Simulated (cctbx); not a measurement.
# Symmetry from intensities

Cell: a = 4.7030 Å, b = 4.7030 Å, c = 7.7610 Å, α = 90.00°, β = 90.00°, γ = 120.00°. Expected content of the cell: Nd2 Ce2 Zn2.

The data are simulated with cctbx, not measured: Mo Kα, λ = 0.71073 Å, to d = 0.65 Å, 70 % of the full sphere, strongest reflection 40000 counts, noise from counting, a 4 % proportional error and a noise floor of 2 counts (s.d.); no absorption.

A first pass over the reflections prints:

```text
1572 reflections to d = 0.652 A
centring   violations  <I/sigma> of those
    A        651 of   773     14.5
    B        669 of   798     14.4
    C        662 of   797     14.3
    I        673 of   796     14.5
    R        864 of  1035     14.5
    F        991 of  1184     14.4
Laue class    unique    Rint  (classes that these axes allow; Friedel mates merged)
P -1             1017   0.024
P 1 1 2/m         593   0.027
P -3              380   0.031
P -3 1 m          225   0.032
P -3 m 1          250   0.032
P 6/m             207   0.033
P 6/m m m         151   0.033
space group    extra absences  I>4sigma  <I/sigma>
P 6 2 2                 0          0         -  acentric
P 63 2 2                6          0      -1.3  acentric
P 6 m m                 0          0         -  acentric
P 63 m c              128          0      -0.1  acentric
P -6 m 2                0          0         -  acentric
P -6 2 m                0          0         -  acentric
P -6 2 c              128          0      -0.1  acentric
P 6/m m m               0          0         -  centric
P 63/m m c            128          0      -0.1  centric
Wilson B = 0.59 A^2   <|E^2-1|> = 0.989 (0.968 centric, 0.736 acentric)   E^2>4: 1.5 %
shell (A)         n   <I/sigma>
 7.76 - 1.30     27     39.0
 1.30 - 1.03     20     42.8
 1.03 - 0.90     18     43.4
 0.90 - 0.82     16     38.8
 0.82 - 0.76     19     41.7
 0.76 - 0.72     19     48.1
 0.72 - 0.68     14     35.6
 0.68 - 0.65     18     41.4
```

Q: Read the symmetry from these tables.

Every centring test has many violations, so the lattice is primitive.

Rint stays low (0.024 to 0.033) up to P 6/m m m, the highest class in these axes.

9 settings pass the absence test. The most absences obeyed, 128, belong to P 63 m c, P -6 2 c and P 63/m m c, which absences can't tell apart.

⟨|E²−1|⟩ = 0.989 leans to a centrosymmetric structure. The Wilson B of 0.59 Å² means U ≈ 0.0075 Å².

The true group is P6_3/mmc (no. 194), Laue class 6/mmm, centrosymmetric. The tables only narrow the choice to the tied entries; cell content, site symmetry and trial solutions must settle it.

This is a model crystal, built by substitution and not relaxed, with assumed displacement parameters.

[Logs are printed without paths, hosts, clocks, repeated set-up lines and the standing remarks that a program may print on its own settings, such as how far it seeks lower states.]
